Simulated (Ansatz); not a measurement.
## BN (F-43m): zone-centre modes against carrier density

Aim: how far do free carriers move the optical modes of BN (F-43m)?

Program: Ansatz 0.2.0. Level of theory: DFT LDA, scalar-relativistic, plane waves, PAW; PAW set soft_1. Results are calculated unless marked as measured.

## 1. Set-up

It takes space group F-43m (No. 216, cubic). Conventional cell: a = 3.626 Å, b = 3.626 Å, c = 3.626 Å, α = 90.00°, β = 90.00°, γ = 90.00°. Nearest to B lie 4 N at 1.57 Å. Nearest to N lie 4 B at 1.57 Å. Farther neighbours and most contacts between anions are not listed.

## 2. A rough relaxation first

The start is far from rest, so a relaxation with loose tolerances brings it close first.

input.yaml reads:

```yaml
crystal:
  lattice:
    - [0.0, 1.813001, 1.813001]
    - [1.813001, 0.0, 1.813001]
    - [1.813001, 1.813001, 0.0]
  atoms:
    - { symbol: B, position: [0.0, 0.0, 0.0] }
    - { symbol: "N", position: [0.25, 0.25, 0.25] }
kpoints:
  mp_grid: { grid: [10, 10, 10] }
hamiltonian:
  xc: lda
  pseudopotentials: { kind: paw, azcp: { folder: soft_1 }, xc_functional: pbe }
scf:
  occupations: { method: gaussian, width: 0.1 }
output:
  forces: true
  stress: true
  eigenvalues: true
relax:
  adjacent_minimum: "off"
  f_tol: 0.05
  max_steps: 80
  cell: { stress_tol: 0.5 }
```

On the command line:

```bash
$ ansatz run input.yaml --threads 8 --pin off --max-ram 16384MiB --backend cpu --events-out ev --progress --plain --runs-dir out
```

Numbers of over 12 decimals in the logs are rounded to 6 here.

What it wrote:

```text
The last accepted step is kept in <dir> (removed where the run ends without a failure and the disk answers)
Engine: ansatz 0.2.0, x86_64-unknown-linux-gnu
Pseudopotentials: kind: paw
Pseudopotential: B, paw, valence charge 3, recommended cutoff 420 eV (normal), soft_1/B.paw.azcp
Pseudopotential: N, paw, valence charge 5, recommended cutoff 420 eV (normal), soft_1/N.paw.azcp
Functional definition: SPW92
[...]
--- Relaxed structure (3 steps of the walk, 3 accepted, 1 SCFs on fresh bases) ---
  F+E_penalty+E_count = -526.47115649 eV   max|allowed force component| = 3.354e-17 eV/Å   (the final SCF, on the basis selected at the relaxed cell)
  cell:  # Å, volume = 11.4695 Å³
    - [0, 1.789941, 1.789941]
    - [1.789941, 0, 1.789941]
    - [1.789941, 1.789941, 0]
  atoms:
    - { symbol: B, position: [0, 0, 0] }
    - { symbol: N, position: [0.25, 0.25, 0.25] }
[key lines of the parts left out:]
SCF converged after 4 iterations
Free energy (F): -526.471156 eV
Fermi energy:    13.583191 eV
P = ⅓ Tr σ = -0.0251 GPa (-0.251 kbar)
```

Run time: 1.3 s. Hardware: 8 threads of Intel Xeon at 2.70GHz, shared host; peak memory 0.3 GiB; 5 s of CPU time.

The steps of the relaxation:

```
step  energy less that of the first step (eV)  largest force component (eV/Å)  pressure (GPa)  volume (Å³)
   1                                   0.0000                          0.0000          -14.38        11.92
   2                                  -0.0182                          0.0000           -6.15        11.66
   3                                  -0.0226                          0.0000            0.30        11.47
  4*                                  -0.0208                          0.0000           -0.03        11.47
```

Relaxation steps marked * repeat the geometry before them on a plane-wave basis chosen anew for their cell, so energy and pressure can jump there.

Forces are held to the 24 operations that the run works with; a distortion that breaks them can't arise in this run.

```
conventional cell, symmetrised  before  after  change
                         a (Å)   3.626  3.580  -1.3 %
                         b (Å)   3.626  3.580  -1.3 %
                         c (Å)   3.626  3.580  -1.3 %
              volume (Å³/atom)    5.96   5.73  -3.8 %
```

The relaxed structure:

```cif
data_structure
_symmetry_space_group_name_H-M 'P 1'
_symmetry_Int_Tables_number 1
_cell_length_a 2.5314
_cell_length_b 2.5314
_cell_length_c 2.5314
_cell_angle_alpha 60.000
_cell_angle_beta 60.000
_cell_angle_gamma 60.000
_cell_volume 11.47
loop_
_atom_site_label
_atom_site_type_symbol
_atom_site_fract_x
_atom_site_fract_y
_atom_site_fract_z
_atom_site_occupancy
B1 B 0.00000 0.00000 0.00000 1
N2 N 0.25000 0.25000 0.25000 1
```

This step gave:

| Property | Result |
| --- | --- |
| pressure | -0.02512 GPa |
| gap on the k-mesh | 4.389 eV |
| volume per atom | 5.735 Å³ |

In this step the volume went from 5.96 to 5.73 Å³/atom.

## 3. Bringing the structure to rest

The cell and atoms are relaxed, since residual forces and stress would shift the frequencies.

input.yaml reads:

```yaml
crystal:
  lattice:
    - [0.0, 1.7899407157, 1.7899407157]
    - [1.7899407157, 0.0, 1.7899407157]
    - [1.7899407157, 1.7899407157, 0.0]
  atoms:
    - { symbol: B, position: [0.0, 0.0, 0.0] }
    - { symbol: "N", position: [0.25, 0.25, 0.25] }
kpoints:
  mp_grid: { grid: [12, 12, 12] }
hamiltonian:
  xc: lda
  pseudopotentials: { kind: paw, azcp: { folder: soft_1 }, xc_functional: pbe }
scf:
  occupations: { method: gaussian, width: 0.02 }
output:
  forces: true
  stress: true
  eigenvalues: true
  write_density: true
  write_potential: true
  elf: true
  volumetric_format: npy
relax:
  adjacent_minimum: "off"
  f_tol: 0.005
  max_steps: 80
  cell: { stress_tol: 0.05 }
```

What it wrote:

```text
[...]
Crystal: 2 atoms, lattice volume = 11.470 Å³
Basis set: ecut = 420 eV, 229 PW (Γ)
Bands: 8, of which v1, the nominal top of the filled ones, is band 4 counted from 1 (3 counted from 0)
Symmetry: 24 space group operations
[...]
k-points: 72 of 1728 (time reversal used)
[...]
SCF iter   1: F=—  HF=-527.250099 eV  |F-HF|=—  |Δ(HF+E_count)|=         —  Δρ=1.50e-1  dr2=2.05e0  ethr=3.10e-3  ⟨swp⟩=4.7  Hψ=3700  notcnv=0
[...]
SCF iter   7: F=-526.471162 eV  HF=-526.471162 eV  |F-HF|=1.58e-11  |Δ(HF+E_count)|=  2.90e-11  Δρ=8.22e-7  dr2=3.82e-11  ethr=6.65e-11  ⟨swp⟩=4.6  Hψ=2483  notcnv=0
SCF 1 converged in 7 iterations: F = -526.471162 eV  dr2 = 3.82e-11
[...]
relax step   1: F+E_penalty+E_count = -526.47116158 eV  Δ(F+E_penalty+E_count) = +0.000e0 eV  max|allowed force component| = 3.747e-16 eV/Å  Δτ_max = 0.0000 Å  P = -0.018 GPa  Ω = 11.470 Å³  (7 SCF iters, dr2 threshold 1.00e-7 eV, accepted)
[...]
SCF iter   2: F=-526.471162 eV  HF=-526.471162 eV  |F-HF|=1.93e-12  |Δ(HF+E_count)|=  4.23e-10  Δρ=4.23e-7  dr2=7.01e-12  ethr=1.00e-12  ⟨swp⟩=3.7  Hψ=2464  notcnv=0
SCF 2 converged in 2 iterations: F = -526.471162 eV  dr2 = 7.01e-12
relax step   2: F+E_penalty+E_count = -526.47116158 eV  Δ(F+E_penalty+E_count) = -6.253e-12 eV  max|allowed force component| = 3.701e-16 eV/Å  Δτ_max = 0.0000 Å  P = -0.018 GPa  Ω = 11.470 Å³  stress off target by 1.83e-2 GPa  SCF on the basis re-selected at this cell (its energy is not comparable with the rows above)  (2 SCF iters)
basis re-selected at this cell: Δ(F+E_penalty+E_count) = -6.253e-12 eV, ΔP = +0.000 GPa vs the last step (what re-selecting the basis moved, of the pressure what is left beyond the Pulay correction that the steps carried, after the strain that the cell walked since its last selection, with what the two solves' SCF thresholds leave and, on support functions, any second-order correction that the steps lacked; it is no  [...]
SCF converged after 2 iterations
Free energy (F): -526.471162 eV
[...]
Internal energy: -526.471162 eV  (E = F + TS)
E sigma→0 (E₀):  -526.471162 eV
Fermi energy:    13.583180 eV
[...]
--- Stress (GPa, compression-positive) ---
       -0.018292       0.000000      -0.000000
       -0.000000      -0.018292       0.000000
       -0.000000       0.000000      -0.018292
  P = ⅓ Tr σ = -0.0183 GPa (-0.183 kbar)
--- Band table (eV; the first three rows and the last of 72) ---
[...]
--- Relaxed structure (1 steps of the walk, 1 accepted, 1 SCFs on fresh bases) ---
[...]
cell:  # Å, volume = 11.4695 Å³
    - [0.0, 1.7899407157, 1.7899407157]
    - [1.7899407157, 0.0, 1.7899407157]
    - [1.7899407157, 1.7899407157, 0.0]
  atoms:
    - { symbol: B, position: [0.0, 0.0, 0.0] }
    - { symbol: N, position: [0.250000, 0.250000, 0.250000] }
```

Wall time 0.79 s (8 threads); peak memory 0.31 GiB; 3.1 s of CPU time.

Little changed from the start: no atom moved by 0.005 Å and no cell edge by 0.1 %.

This step gave:

| Property | Result |
| --- | --- |
| pressure | -0.01829 GPa |

Electrostatic potential energy in the ac plane of a cell with a along [110], b along [-110] and c along [001] of the cube at fractional y = 0.000, with atoms of B and N within 0.2 Å of it. With pseudopotentials it is smooth inside the atoms' cores, unlike the true potential.

Values in eV, 9 rows by 14 columns, each cell a mean:
```
-29 -15  -2  -9  -6  -6 -26 -29 -15  -2  -9  -6  -6 -26
 -4   0 -21 -39 -32  -7  -1  -4   0 -21 -39 -32  -7  -1
 12   6 -22 -40 -34  -4  11  12   6 -22 -40 -34  -4  11
 14  12   1 -12  -7   9  14  14  12   1 -12  -7   9  14
 14  14  12  11  12  13  14  14  14  12  11  12  13  14
 14  14  13  13  13  14  14  14  14  13  13  13  14  14
  9  11  13  13  13  12  10   9  11  13  13  13  12  10
-17  -3   9  13  12   4 -12 -17  -3   9  13  12   4 -12
-30 -21   5  11  10  -7 -30 -30 -21   5  11  10  -7 -30
```
Columns run along a (5.1 Å; values clipped at the 3rd and 97th percentile), rows up along c (3.6 Å), edges of the conventional cell, whose origin can differ from the input's. Atoms in or near the plane, at fractional coordinates: B at (0.50, 0.00), B at (0.00, 0.00), N at (0.75, 0.75), N at (0.25, 0.75).

ELF in the ac plane of a cell with a along [110], b along [-110] and c along [001] of the cube at fractional y = 0.000, with atoms of B and N within 0.2 Å of it. It is the smooth field of the valence electrons, not physical close to the nuclei.

Ten even steps from '0' (0.03) to '9' (0.85), each cell a mean:
```
18989941898994
49846974984697
26735842673584
03788510378851
00354100035410
00000000000000
31000123100012
32101233210123
02555410255541
```
Columns run along a (5.1 Å), rows up along c (3.6 Å), edges of the conventional cell, whose origin can differ from the input's. Atoms in or near the plane, at fractional coordinates: B at (0.50, 0.00), B at (0.00, 0.00), N at (0.75, 0.75), N at (0.25, 0.75).

Valence density in the ac plane of a cell with a along [110], b along [-110] and c along [001] of the cube at fractional y = 0.000, with atoms of B and N within 0.2 Å of it. It is the smooth field of the valence electrons, not physical close to the nuclei.

Ten even steps from '_' (0.1 e/Å³) to '@' (3.4 e/Å³), each cell a mean:
```
..::--====--::..::--====--::
..--##@@@@==::..--##@@@@==::
__::**@@%%--..__::**@@%%--..
____::++==..______::++==..__
______..____________..______
____________________________
____________________________
....________......________..
............................
```
Columns run along a (5.1 Å), rows up along c (3.6 Å), edges of the conventional cell, whose origin can differ from the input's. Atoms in or near the plane, at fractional coordinates: B at (0.50, 0.00), B at (0.00, 0.00), N at (0.75, 0.75), N at (0.25, 0.75).

In this step the volume went from 5.73 to 5.73 Å³/atom.

## 4. Tight relaxation

Phonons need small forces and stress, so the relaxation is finished with tight tolerances on 12×12×12 k points.

input.yaml, the sections that differ from step 3:

```yaml
scf:
  occupations: { method: fixed }
output:
  forces: true
  stress: true
  eigenvalues: true
relax:
  adjacent_minimum: "off"
  f_tol: 0.001
  max_steps: 60
  cell: { stress_tol: 0.01 }
# crystal, kpoints, hamiltonian: as in step 3
```

What it wrote:

```text
[...]
Crystal: 2 atoms, lattice volume = 11.470 Å³
Basis set: ecut = 420 eV, 229 PW (Γ)
Bands: 8, of which v1, the nominal top of the filled ones, is band 4 counted from 1 (3 counted from 0)
Symmetry: 24 space group operations
[...]
k-points: 72 of 1728 (time reversal used)
[...]
0.000000       0.000000      -0.007876
  P = ⅓ Tr σ = -0.0079 GPa (-0.079 kbar)
--- Band table (eV; the first three rows and the last of 72) ---
[...]
--- Relaxed structure (2 steps of the walk, 2 accepted, 1 SCFs on fresh bases) ---
[...]
cell:  # Å, volume = 11.4692 Å³
    - [0, 1.789925, 1.789925]
    - [1.789925, 0, 1.789925]
    - [1.789925, 1.789925, 0]
  atoms:
    - { symbol: B, position: [0, 0, 0] }
    - { symbol: N, position: [0.25, 0.25, 0.25] }
[key lines of the parts left out:]
SCF converged after 4 iterations
Free energy (F): -526.471163 eV
Fermi energy:    11.389182 eV
```

The job ended after 1.1 s (8 threads; peak memory 0.31 GiB; 4.7 s of CPU time).

Little changed from the start: no atom moved by 0.005 Å and no cell edge by 0.1 %.

This step gave:

```yaml
pressure: -0.007876 GPa
```

The forces vanish by symmetry and the pressure is -0.008 GPa, within the tolerances set. The cell now holds 5.73 Å³/atom.

## 5. Ground state of a member: no carriers

The cell of the neutral crystal is kept with no carriers. The bands are sampled on 36×36×36 points with Fermi-Dirac filling of 0.03 eV.

input.yaml, the sections that differ from step 4:

```yaml
crystal:
  lattice:
    - [0.0, 1.7899253158, 1.7899253158]
    - [1.7899253158, 0.0, 1.7899253158]
    - [1.7899253158, 1.7899253158, 0.0]
  atoms:
    - { symbol: B, position: [0.0, 0.0, 0.0] }
    - { symbol: "N", position: [0.25, 0.25, 0.25] }
kpoints:
  mp_grid: { grid: [36, 36, 36] }
scf:
  occupations: { method: fermi_dirac, width: 0.03 }
# hamiltonian, output: as in step 4
# relax: removed
```

What it wrote:

```text
[...]
Crystal: 2 atoms, lattice volume = 11.469 Å³
Basis set: ecut = 420 eV, 229 PW (Γ)
Bands: 8, of which v1, the nominal top of the filled ones, is band 4 counted from 1 (3 counted from 0)
Symmetry: 24 space group operations
[...]
k-points: 1240 of 46656 (time reversal used)
[...]
SCF iter   1: F=—  HF=-527.250156 eV  |F-HF|=—  |Δ(HF+E_count)|=         —  Δρ=1.50e-1  dr2=2.05e0  ethr=3.10e-3  ⟨swp⟩=4.7  Hψ=63693  notcnv=0
[...]
SCF iter   7: F=-526.471173 eV  HF=-526.471173 eV  |F-HF|=1.58e-11  |Δ(HF+E_count)|=  2.51e-11  Δρ=8.27e-7  dr2=3.86e-11  ethr=6.68e-11  ⟨swp⟩=2.0  Hψ=29760  notcnv=0
SCF 1 converged in 7 iterations: F = -526.471173 eV  dr2 = 3.86e-11
[...]
SCF converged after 7 iterations
Free energy (F): -526.471173 eV
[...]
Internal energy: -526.471173 eV  (E = F + TS)
E sigma→0 (E₀):  -526.471173 eV
Fermi energy:    13.603519 eV
[...]
--- Stress (GPa, compression-positive) ---
       -0.008904      -0.000000      -0.000000
        0.000000      -0.008904       0.000000
       -0.000000       0.000000      -0.008904
  P = ⅓ Tr σ = -0.0089 GPa (-0.089 kbar)
--- Band table (eV; the first three rows and the last of 1240) ---
[...]
```

It took 2.3 s on 8 threads; peak memory 0.53 GiB; 14 s of CPU time.

The forces vanish by symmetry.

## 6. Zone-centre modes of the member: no carriers

Phonons follow from the second derivative of the energy, found here by linear response.

The zone-centre modes follow for no carriers.

Edit input.yaml of step 5 so:

```diff
@@ -16,4 +16,4 @@
 output:
-  forces: true
-  stress: true
   eigenvalues: true
+phonons:
+  method: dfpt
```

What it wrote:

```text
zone centre: on kpoints.mp_grid the ground state, and the responses unless they are solved on pairs of k-points, stand on 3349 of the mesh's 46656 k-points, reduced under 8 symmetry operations, with k and −k counted as one. Each operation leaves every solved displacement unchanged or reverses it
[...]
Crystal: 2 atoms, lattice volume = 11.469 Å³
Basis set: ecut = 420 eV, 229 PW (Γ), exchange–correlation on 36×36×36 points (8 copies of the dense FFT grid, shifted against one another)
Bands: 8, of which v1, the nominal top of the filled ones, is band 4 counted from 1 (3 counted from 0)
Symmetry: 24 space group operations
k-points: 3349 of 46656 (irreducible under 8 space group operations, time reversal used)
[...]
SCF iter   1: F=—  HF=-527.250159 eV  |F-HF|=—  |Δ(HF+E_count)|=         —  Δρ=1.50e-1  dr2=2.05e0  ethr=3.10e-3  ⟨swp⟩=4.7  Hψ=172286  notcnv=0
[...]
SCF iter   8: F=-526.471174 eV  HF=-526.471174 eV  |F-HF|=1.14e-13  |Δ(HF+E_count)|=  6.82e-12  Δρ=8.95e-8  dr2=3.70e-13  ethr=1.00e-12  ⟨swp⟩=5.0  Hψ=89371  notcnv=0
SCF 1 converged in 8 iterations: F = -526.471174 eV  dr2 = 3.70e-13
[...]
DFPT response loops at Γ: preconditioner auto → none (the input reference at scf.mixing.eps_inf says where Resta's filter doesn't serve); β = 0.50; Broyden in place of MSR1
SCF converged after 8 iterations
Free energy (F): -526.471174 eV
[...]
Internal energy: -526.471174 eV  (E = F + TS)
E sigma→0 (E₀):  -526.471174 eV
Fermi energy:    13.603523 eV
[...]
--- Band table (eV; the first three rows and the last of 3349) ---
[...]
--- Phonons (Γ-DFPT): 2 representative perturbations + reference, on 3349 of 46656 k-points (Σ response iterations 6) ---
  k mesh reduced under 8 symmetry operations, with k and −k counted as one. Each operation leaves every solved displacement unchanged or reverses it
  ASR residual: 8.709e-6 → 0.000e0 eV/Å²; symmetrization residual: 6.366e-8 eV/Å²
  ASR residual per site (eV/Å²): 8.71e-6 4.17e-6
  Γ frequencies (cm⁻¹): 0.00 0.00 0.00 1066.73 1066.73 1066.73
  non-analytic LO–TO correction: not included (Born effective charges unavailable; polar crystals: no LO–TO splitting at Γ)
```

Wall time 19 s (8 threads); peak memory 1.3 GiB.

Numbers from this step:

* sum-rule residual before enforcement: 8.71e-6 eV/Å²
* point group: -43m
* highest optical mode at the zone centre (no LO-TO term): 1067 cm⁻¹
* lowest optical zone-centre mode: 1067 cm⁻¹

Without the LO-TO term. Patterns of degenerate modes are one choice out of their space. The modes at Γ (shares of kinetic energy by element, %):

```
mode  frequency (cm⁻¹)  symmetry  B %  N %
   1               0.0  acoustic   44   56
   2               0.0  acoustic   44   56
   3               0.0  acoustic   44   56
   4            1066.7        T2   56   44
   5            1066.7        T2   56   44
   6            1066.7        T2   56   44
```

Displacements in mode 4 (1066.7 cm⁻¹), the largest set to 1:
```
B1   1.00  0.00  0.00
N2  -0.77  0.00  0.00
```

The optical mode without the LO-TO term lies at 1066.7 cm⁻¹.

## 7. Ground state of a member: 15 × 10²⁰ holes per cm³

The cell of the neutral crystal is kept with 15 × 10²⁰ holes per cm³, balanced by a uniform background. The bands are sampled on 36×36×36 points with Fermi-Dirac filling of 0.03 eV.

Edit input.yaml of step 6 so:

```diff
@@ -8,2 +8,3 @@
     - { symbol: "N", position: [0.25, 0.25, 0.25] }
+total_charge: 0.017204
 kpoints:
@@ -16,4 +17,4 @@
 output:
+  forces: true
+  stress: true
   eigenvalues: true
-phonons:
-  method: dfpt
```

What it wrote:

```text
[...]
Crystal: 2 atoms, lattice volume = 11.469 Å³
Basis set: ecut = 420 eV, 229 PW (Γ)
Bands: 8, of which v1, the nominal top of the filled ones, is band 4 counted from 1 (3 counted from 0)
Symmetry: 24 space group operations
[...]
k-points: 1240 of 46656 (time reversal used)
[...]
Internal energy: -526.664580 eV  (E = F + TS)
E sigma→0 (E₀):  -526.664751 eV
Entropy (-TS):   -0.000342 eV (-0.171 meV/atom)
Fermi energy:    11.158612 eV
[...]
--- Stress (GPa, compression-positive) ---
        1.209726       0.000000      -0.000000
        0.000000       1.209726       0.000000
       -0.000000       0.000000       1.209726
  P = ⅓ Tr σ = 1.2097 GPa (12.097 kbar)
--- Band table (eV; the first three rows and the last of 1240) ---
[...]
[key lines of the parts left out:]
SCF converged after 7 iterations
Free energy (F): -526.664922 eV
```

Wall time 2.8 s (8 threads); peak memory 0.53 GiB.

The forces vanish by symmetry.

(Part 1 of 2 ends here.)

[Logs are printed without paths, hosts, clocks, repeated set-up lines and the standing remarks that a program may print on its own settings, such as how far it seeks lower states.]

[Hosts, paths, dates, database ids (printed as entryN), source tags and the programs' standing remarks are cut or masked in the printed files.]
